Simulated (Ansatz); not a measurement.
## How the geometry moves the gap of Te2Mo (P6_3/mmc)

How far does the choice of cell move the gap? The case is Te2Mo (P6_3/mmc).

Program: Ansatz 0.2.0. Level of theory: PBE, HSE06 and G0W0, plane waves, PAW. Values are calculated unless marked as measured.

**What was measured.**

- Gap 0.96 ± 0.02 eV: smallest (indirect) quasiparticle gap from STS band onsets; scanning tunneling spectroscopy; 77 K; bulk crystal (um-thick flakes cleaved in ultrahigh vacuum) (“Surface transport and band gap structure of exfoliated 2H-MoTe2 crystals”, 2014, arxiv:1407.1219).

- Gap 0.83 ± 0.05 eV: smallest (indirect) gap from electron and hole threshold voltage difference; ionic-liquid gated field-effect transistor; 270 K; film (exfoliated flakes 20-40 nm thick on SiO2/Si) (“Surface transport and band gap structure of exfoliated 2H-MoTe2 crystals”, 2014, arxiv:1407.1219).

- Gap 1.06 eV: direct gap at K (A transition); photoreflectance; 295 K; bulk crystal (commercial Bridgman-grown bulk crystal) (“Photoacoustic and modulated reflectance studies of indirect and direct band gap in van der Waals crystals”, 2017, pmc:5684221).

- Gap 0.94 eV: indirect optical gap from PL (phonon-assisted emission peak); photoluminescence; 300 K; bulk crystal (thick exfoliated flake, about 50 layers or more) (“Direct versus indirect band gap emission and exciton-exciton annihilation in atomically thin molybdenum ditelluride (MoTe2)”, 2016, arxiv:1602.03071).

- Gap 1.03 eV: direct optical gap (A exciton hot luminescence) from PL; photoluminescence; 300 K; bulk crystal (thick exfoliated flake, about 50 layers or more) (“Direct versus indirect band gap emission and exciton-exciton annihilation in atomically thin molybdenum ditelluride (MoTe2)”, 2016, arxiv:1602.03071).

The raw output is cut from this account; settings, times and results stay.

### 1. The structure

Symmetry: P6_3/mmc, No. 194, hexagonal system. Conventional cell: a = 3.518 Å, b = 3.518 Å, c = 13.974 Å, α = 90.00°, β = 90.00°, γ = 120.00°. Nearest to Te lie 3 Mo at 2.72 Å. Mo has 6 Te at 2.72 Å nearest. Farther neighbours, and contacts between anions beyond the nearest, are not listed.

The cell and positions come from the Crystallography Open Database and are kept as given unless a step says otherwise. The default PAW set here is soft_2. Its files were made with PBE.

### 2. PBE bands at the given cell

The cheap functional maps the bands first; the places of the edges decide which points the dearer methods must see.

This step: DFT, PBE, plane waves, PAW.

Input file input.yaml:

```yaml
crystal:
  lattice:
    - [3.5182, 0.0, 0.0]
    - [-1.7591, 3.0468505756, 0.0]
    - [0.0, 0.0, 13.9736]
  atoms:
    - { symbol: Te, position: [0.3333333333, 0.6666666667, 0.621] }
    - { symbol: Te, position: [0.6666666667, 0.3333333333, 0.121] }
    - { symbol: Te, position: [0.3333333333, 0.6666666667, 0.879] }
    - { symbol: Te, position: [0.6666666667, 0.3333333333, 0.379] }
    - { symbol: Mo, position: [0.3333333333, 0.6666666667, 0.25] }
    - { symbol: Mo, position: [0.6666666667, 0.3333333333, 0.75] }
kpoints:
  mp_grid: { grid: [12, 12, 2] }
  band_path:
    path:
      - [[0.0, 0.0, 0.0], [0.5, 0.0, 0.0], [0.33333333, 0.33333333, 0.0], [0.0, 0.0, 0.0], [0.0, 0.0, 0.5], [0.5, 0.0, 0.5], [0.33333333, 0.33333333, 0.5], [0.0, 0.0, 0.5]]
      - [[0.5, 0.0, 0.5], [0.5, 0.0, 0.0]]
      - [[0.33333333, 0.33333333, 0.5], [0.33333333, 0.33333333, 0.0]]
    npoints: 10
hamiltonian:
  xc: pbe
scf:
  occupations: { method: fermi_dirac, width: 0.02 }
  n_extra_bands: 6
output:
  eigenvalues: true
  forces: true
  stress: true
  write_density: true
  write_potential: true
  elf: true
  volumetric_format: npy
```

Command:

```sh
$ ansatz run input.yaml --threads 3 --pin off --max-ram 64512MiB --backend cuda --events-out ev --progress --plain --runs-dir out --devices 1 --max-vram 24GiB
```

Wall time 13 s (1 × NVIDIA H100 80GB HBM3 (shared by 3 runs) with 3 threads of AMD EPYC 7R13 (Zen 3), shared host); peak memory 1.1 GiB.

Read from the output:

```
pressure             : 2.929 GPa
filled bands         : 46
gap                  : 0.7093 eV
valence top at       : Γ
conduction bottom at : k = (0.200, 0.200, 0.000)
least direct gap     : 1.041 eV
```

The gap is indirect, with the least direct gap 0.33 eV higher.

### 3. Relaxing cell and ions

Gaps follow bond lengths, so the structure is brought to rest first.

This step: DFT, PBE-D3(BJ), plane waves, PAW.

Input file input.yaml:

```yaml
crystal:
  lattice:
    - [3.5182, 0.0, 0.0]
    - [-1.7591, 3.0468505756, 0.0]
    - [0.0, 0.0, 13.9736]
  atoms:
    - { symbol: Te, position: [0.3333333333, 0.6666666667, 0.621] }
    - { symbol: Te, position: [0.6666666667, 0.3333333333, 0.121] }
    - { symbol: Te, position: [0.3333333333, 0.6666666667, 0.879] }
    - { symbol: Te, position: [0.6666666667, 0.3333333333, 0.379] }
    - { symbol: Mo, position: [0.3333333333, 0.6666666667, 0.25] }
    - { symbol: Mo, position: [0.6666666667, 0.3333333333, 0.75] }
kpoints:
  mp_grid: { grid: [9, 9, 2] }
hamiltonian:
  xc: pbe
  dispersion: d3bj
scf:
  occupations: { method: fermi_dirac, width: 0.02 }
relax:
  f_tol: 0.01
  max_steps: 60
  cell: {}
```

Wall time 9.5 s (1 × NVIDIA H100 80GB HBM3 (shared by 3 runs) with 3 threads); peak memory 1 GiB; 9.6 s of CPU time.

The steps of the relaxation:

| step | energy less that of the first step (eV) | largest force component (eV/Å) | pressure (GPa) | volume (Å³) |
| --- | --- | --- | --- | --- |
| 1 | 0.0000 | 0.1665 | -0.53 | 149.79 |
| 2 | 0.2044 | 0.8435 | 1.34 | 134.94 |
| 3 | -0.0213 | 0.0029 | -0.34 | 146.48 |
| 4 | -0.0239 | 0.0227 | -0.06 | 144.99 |
| 5 | -0.0240 | 0.0048 | -0.02 | 145.06 |
| 6* | -0.0230 | 0.0047 | -0.01 | 145.06 |

Relaxation steps marked * repeat the geometry before them on a plane-wave basis chosen anew for their cell, so energy and pressure can jump there. Relaxation step 2 was tried and not accepted.

The run keeps the 24 symmetry operations that the program found, so distortions that break them were not tested.

| conventional cell, symmetrised | before | after | change |
| --- | --- | --- | --- |
| a (Å) | 3.518 | 3.496 | -0.6 % |
| b (Å) | 3.518 | 3.496 | -0.6 % |
| c (Å) | 13.974 | 13.702 | -1.9 % |
| volume (Å³/atom) | 24.96 | 24.18 | -3.2 % |

The atoms that moved most (Å, as changes of fractional coordinates times the final cell):

| atom | dx | dy | dz | length |
| --- | --- | --- | --- | --- |
| Te4 | 0.000 | 0.000 | 0.050 | 0.050 |
| Te3 | 0.000 | 0.000 | 0.050 | 0.050 |
| Te2 | 0.000 | 0.000 | -0.050 | 0.050 |
| Te1 | 0.000 | 0.000 | -0.050 | 0.050 |

Final coordinates:

```cif
data_structure
_symmetry_space_group_name_H-M 'P 1'
_symmetry_Int_Tables_number 1
_cell_length_a 3.4964
_cell_length_b 3.4964
_cell_length_c 13.7017
_cell_angle_alpha 90.000
_cell_angle_beta 90.000
_cell_angle_gamma 120.000
_cell_volume 145.06
loop_
_atom_site_label
_atom_site_type_symbol
_atom_site_fract_x
_atom_site_fract_y
_atom_site_fract_z
_atom_site_occupancy
Te1 Te 0.33333 0.66667 0.61735 1
Te2 Te 0.66667 0.33333 0.11735 1
Te3 Te 0.33333 0.66667 0.88265 1
Te4 Te 0.66667 0.33333 0.38265 1
Mo5 Mo 0.33333 0.66667 0.25000 1
Mo6 Mo 0.66667 0.33333 0.75000 1
```

### 4. PBE at the relaxed cell

This step: DFT, PBE, plane waves, PAW.

Input file input.yaml:

```yaml
crystal:
  lattice:
    - [3.4963747438, 0.0, 0.0]
    - [-1.7481873719, 3.0279493493, 0.0]
    - [0.0, 0.0, 13.7017445786]
  atoms:
    - { symbol: Te, position: [0.3333333333, 0.6666666667, 0.6173474744] }
    - { symbol: Te, position: [0.6666666667, 0.3333333333, 0.1173474744] }
    - { symbol: Te, position: [0.3333333333, 0.6666666667, 0.8826525256] }
    - { symbol: Te, position: [0.6666666667, 0.3333333333, 0.3826525256] }
    - { symbol: Mo, position: [0.3333333333, 0.6666666667, 0.25] }
    - { symbol: Mo, position: [0.6666666667, 0.3333333333, 0.75] }
kpoints:
  mp_grid: { grid: [12, 12, 2] }
  band_path:
    path:
      - [[0.0, 0.0, 0.0], [0.5, 0.0, 0.0], [0.33333333, 0.33333333, 0.0], [0.0, 0.0, 0.0], [0.0, 0.0, 0.5], [0.5, 0.0, 0.5], [0.33333333, 0.33333333, 0.5], [0.0, 0.0, 0.5]]
      - [[0.5, 0.0, 0.5], [0.5, 0.0, 0.0]]
      - [[0.33333333, 0.33333333, 0.5], [0.33333333, 0.33333333, 0.0]]
    npoints: 10
hamiltonian:
  xc: pbe
scf:
  occupations: { method: fermi_dirac, width: 0.02 }
  n_extra_bands: 6
output:
  eigenvalues: true
  forces: true
  stress: true
```

The job ended after 5.4 s (1 × NVIDIA H100 80GB HBM3 (shared by 3 runs) with 3 threads; peak memory 1 GiB; 6.5 s of CPU time).

Numbers from this step:

- pressure: 3.681 GPa
- gap: 0.5966 eV
- valence top at: Γ
- conduction bottom at: k = (0.200, 0.200, 0.000)
- least direct gap: 1.033 eV

The gap is indirect, with the least direct gap 0.44 eV higher.

### 5. HSE06 at the relaxed cell

HSE06 mixes in a quarter of exact exchange at short range. Exchange couples all pairs of k points, which makes a full band path dear, so levels are read on the mesh and at chosen points.

This step: DFT, HSE06, plane waves, PAW.

Input file input.yaml:

```yaml
crystal:
  lattice:
    - [3.4963747438, 0.0, 0.0]
    - [-1.7481873719, 3.0279493493, 0.0]
    - [0.0, 0.0, 13.7017445786]
  atoms:
    - { symbol: Te, position: [0.3333333333, 0.6666666667, 0.6173474744] }
    - { symbol: Te, position: [0.6666666667, 0.3333333333, 0.1173474744] }
    - { symbol: Te, position: [0.3333333333, 0.6666666667, 0.8826525256] }
    - { symbol: Te, position: [0.6666666667, 0.3333333333, 0.3826525256] }
    - { symbol: Mo, position: [0.3333333333, 0.6666666667, 0.25] }
    - { symbol: Mo, position: [0.6666666667, 0.3333333333, 0.75] }
kpoints:
  mp_grid: { grid: [6, 6, 2] }
  band_path:
    path:
      - [0.0, 0.0, 0.0]
      - [0.5, 0.0, 0.0]
      - [0.33333333, 0.33333333, 0.0]
      - [0.0, 0.0, 0.5]
      - [0.5, 0.0, 0.5]
      - [0.33333333, 0.33333333, 0.5]
      - [0.199999998, 0.199999998, 0.0]
    npoints: 1
hamiltonian:
  xc: hse06
scf:
  occupations: { method: fixed }
  n_extra_bands: 6
output:
  eigenvalues: true
```

The job ended after 32 s (1 × NVIDIA H100 80GB HBM3 (shared by 3 runs) with 3 threads; peak memory 1.5 GiB).

This step gave:

- gap: 0.9690 eV
- valence top at: Γ
- conduction bottom at: k = (0.200, 0.200, 0.000)
- least direct gap: 1.441 eV

The gap stands +0.37 eV against PBE.

### 6. G0W0 at the relaxed cell

G0W0 replaces the xc potential by the self-energy, built once from these orbitals. Only a window of levels is corrected, while the sums run over the empty bands that the input names.

This step: G0W0 on PBE, plane waves, PAW.

Changes to input.yaml since step 5:

```diff
@@ -14,18 +14,11 @@
   mp_grid: { grid: [6, 6, 2] }
-  band_path:
-    path:
-      - [0.0, 0.0, 0.0]
-      - [0.5, 0.0, 0.0]
-      - [0.33333333, 0.33333333, 0.0]
-      - [0.0, 0.0, 0.5]
-      - [0.5, 0.0, 0.5]
-      - [0.33333333, 0.33333333, 0.5]
-      - [0.199999998, 0.199999998, 0.0]
-    npoints: 1
 hamiltonian:
-  xc: hse06
+  xc: pbe
 scf:
   occupations: { method: fixed }
-  n_extra_bands: 6
-output:
-  eigenvalues: true
+gw:
+  n_empty_bands: 465
+  ecut_chi: 126
+  qp_bands: [v2, c2]
+  qp_kpoints: band_edges
+  screening: { model: contour_deformation }
```

The job ended after 24 s (1 × NVIDIA H100 80GB HBM3 (shared by 3 runs) with 3 threads; peak memory 2.1 GiB).

This step gave:

```
bands summed                                 : 511
RPA ε∞ on this mesh (eigenvalues)            : 12.95, 20.03, 20.03
plane waves in the screening matrix          : 463
G0W0 gap on the mesh                         : 0.8766 eV
k of the valence top                         : 0, 0, 0
k of the conduction bottom                   : 0.1667, 0.1667, 0
starting gap on the mesh                     : 0.7174 eV
least direct G0W0 gap on the computed points : 1.167 eV
```

The gap on the mesh goes from 0.72 eV to 0.88 eV, a correction of +0.16 eV. Between the two edge states, bare exchange in place of the xc potential would open the gap by 3.93 eV, and correlation takes back 3.77 eV. The start differs from the 0.60 eV found before because this mesh misses an edge.

### 7. G0W0 at the given cell

Input file input.yaml:

```yaml
crystal:
  lattice:
    - [3.5182, 0.0, 0.0]
    - [-1.7591, 3.0468505756, 0.0]
    - [0.0, 0.0, 13.9736]
  atoms:
    - { symbol: Te, position: [0.3333333333, 0.6666666667, 0.621] }
    - { symbol: Te, position: [0.6666666667, 0.3333333333, 0.121] }
    - { symbol: Te, position: [0.3333333333, 0.6666666667, 0.879] }
    - { symbol: Te, position: [0.6666666667, 0.3333333333, 0.379] }
    - { symbol: Mo, position: [0.3333333333, 0.6666666667, 0.25] }
    - { symbol: Mo, position: [0.6666666667, 0.3333333333, 0.75] }
kpoints:
  mp_grid: { grid: [6, 6, 2] }
hamiltonian:
  xc: pbe
scf:
  occupations: { method: fixed }
gw:
  n_empty_bands: 481
  ecut_chi: 126
  qp_bands: [v2, c2]
  qp_kpoints: band_edges
  screening: { model: contour_deformation }
```

Elapsed: 27 s, on 1 × NVIDIA H100 80GB HBM3 (shared by 3 runs) with 3 threads; peak memory 2.1 GiB.

This step gave:

```
bands summed                                 : 527
RPA ε∞ on this mesh (eigenvalues)            : 10.68, 19.66, 19.66
plane waves in the screening matrix          : 499
G0W0 gap on the mesh                         : 0.9960 eV
k of the valence top                         : 0, 0, 0
k of the conduction bottom                   : 0.1667, 0.1667, 0
starting gap on the mesh                     : 0.8260 eV
least direct G0W0 gap on the computed points : 1.310 eV
```

The gap on the mesh goes from 0.83 eV to 1.00 eV, a correction of +0.17 eV. Between the two edge states, bare exchange in place of the xc potential would open the gap by 4.04 eV, and correlation takes back 3.87 eV. The start differs from the 0.71 eV found before because this mesh misses an edge.

### 8. Together

G0W0 rows are gaps on the mesh, lowered where the mesh misses an edge of the band path.

| level | given cell (eV) | relaxed cell (eV) | change (eV) |
| --- | --- | --- | --- |
| PBE | 0.71 | 0.60 | −0.11 |
| HSE06 | - | 0.97 | - |
| G0W0@PBE | 0.88 | 0.76 | −0.12 |

### 9. Summary of results

- volume change: −3.2 %
- PBE, given cell: 0.71 eV
- PBE, relaxed cell: 0.60 eV
- HSE06, relaxed cell: 0.97 eV
- G0W0@PBE, relaxed cell: 0.76 eV
- G0W0@PBE, given cell: 0.88 eV
- known limits: short of the basis limit; no spin-orbit coupling; coarse k mesh

In words: Relaxation changes the volume by −3.2 % and the gap by −0.11 eV (PBE) and −0.12 eV (G0W0@PBE). Against experiment, by G0W0@PBE at the given cell: the gap of 0.88 eV lies −0.08 eV from the measured 0.96 ± 0.02 eV (indirect, 77 K, 2014); the gap of 0.88 eV lies +0.05 eV from the measured 0.83 ± 0.05 eV (indirect, 270 K, 2014); the gap of 0.88 eV lies −0.06 eV from the measured 0.94 eV (exciton, 300 K, 2016). An exciton line or allowed optical edge lies below the quasiparticle gap by the binding energy; a forbidden edge can push the onset above it. The calculation has static nuclei and no excitons; a measured gap holds zero-point and thermal motion, which mostly lowers it. With atoms this heavy the missing spin-orbit coupling may be the largest error. Bands and cutoff are finite, so the gap stands short of the basis limit, usually by up to a few tenths of an eV; the mesh is an error of its own. The 6×6×2 mesh is coarse for this cell (its supercell is 21 Å along the shortest edge). The RPA ε∞ on it, from the PBE start, is 10.68 and 19.66; such meshes misread the long-range screening, most where the gap is narrow.

[Long decimals in the printed logs are rounded to 6 places.]

[Logs are printed without paths, hosts, clocks, repeated set-up lines and the standing remarks that a program may print on its own settings, such as how far it seeks lower states.]

[Paths, hosts, dates, memory and timing lines, banners, echoed tables and standing remarks are left out of the program output; an Ansatz launch command may be rebuilt from the run's recorded settings. Measured values are a selection of at most five: reports struck by readers or far from the other reports are left out. None is set beside runs whose start may be inverted or whose files or cutoffs have a known fault.]

[Runs of the session that timed out or met a known fault of the program may be left out.]

[Cells called generated may have been cut or substituted from an entry of the Crystallography Open Database or the Materials Project.]

[Hosts, paths, dates, database ids (printed as entryN), source tags and the programs' standing remarks are cut or masked in the printed files.]

[Where the starting crystal was built by hand or by swapping elements, it need not be the compound's stable phase.]
